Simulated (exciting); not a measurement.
Two BSE runs for the F K edge of CsMgF3, space group Pm-3m. Run A: exciting, all-electron LAPW+lo, LDA, exchange and screened direct term (singlet BSE), 4×4×4 shifted k points, 40 conduction bands, |G+q| up to 3 bohr⁻¹, full RPA screening with nempty = 66, Lorentzian half width 0.45 eV. Run B has a fault in its input.

Energy from the Kohn–Sham onset, core level to the lowest empty state found on the meshes used; one zero for both, scaled to A's maximum:

```
E (eV)     A     B
  -6.0  0.01  0.01
  -5.5  0.02  0.01
  -5.0  0.02  0.01
  -4.5  0.02  0.01
  -4.0  0.03  0.02
  -3.5  0.04  0.02
  -3.0  0.05  0.02
  -2.5  0.07  0.03
  -2.0  0.10  0.04
  -1.5  0.20  0.05
  -1.0  0.47  0.08
  -0.5  0.75  0.13
   0.0  0.70  0.27
   0.5  0.78  0.65
   1.0  1.00  0.73
   1.5  0.63  0.65
   2.0  0.49  0.78
   2.5  0.49  1.07
   3.0  0.50  0.66
   3.5  0.40  0.52
   4.0  0.35  0.52
   4.5  0.25  0.53
   5.0  0.22  0.42
   5.5  0.20  0.35
   6.0  0.20  0.25
   6.5  0.21  0.22
   7.0  0.19  0.20
   7.5  0.16  0.21
   8.0  0.16  0.22
   8.5  0.16  0.19
   9.0  0.19  0.17
   9.5  0.20  0.16
  10.0  0.15  0.16
  10.5  0.12  0.15
  11.0  0.10  0.17
  11.5  0.08  0.20
  12.0  0.07  0.18
  12.5  0.07  0.15
  13.0  0.07  0.12
  13.5  0.11  0.10
  14.0  0.16  0.09
  14.5  0.17  0.09
  15.0  0.20  0.09
  15.5  0.20  0.10
  16.0  0.20  0.13
  16.5  0.21  0.17
  17.0  0.18  0.21
  17.5  0.15  0.20
  18.0  0.12  0.19
  18.5  0.10  0.19
  19.0  0.11  0.20
  19.5  0.16  0.21
  20.0  0.17  0.16
  20.5  0.17  0.13
  21.0  0.17  0.12
  21.5  0.20  0.16
  22.0  0.18  0.18
  22.5  0.19  0.18
```

Q: What most likely went wrong in run B?

The basis cutoff rgkmax is far too low (basis cutoff rgkmax from 7 to 3.5). The spectrum differs from run A by 54 % r.m.s. Moving the earlier curve by +1.4 eV leaves 13 %. The highest maximum lies at 2.4 eV (1.09), against 0.9 eV (1.00). The first bright state moves from -0.68 to 0.59 eV. The lowest bare transition of this run lies at 1.59 eV, against 0.37. A small basis shifts bands and core levels against each other. Other settings could leave a like mark; this is the change that was made.

[Banner, clock and machine lines of the logs are left out without a mark of their own.]

[Logs are printed without paths, hosts, clocks, repeated set-up lines and the standing remarks that a program may print on its own settings, such as how far it seeks lower states.]

[Hosts, paths, dates, database ids (printed as entryN), source tags and the programs' standing remarks are cut or masked in the printed files.]
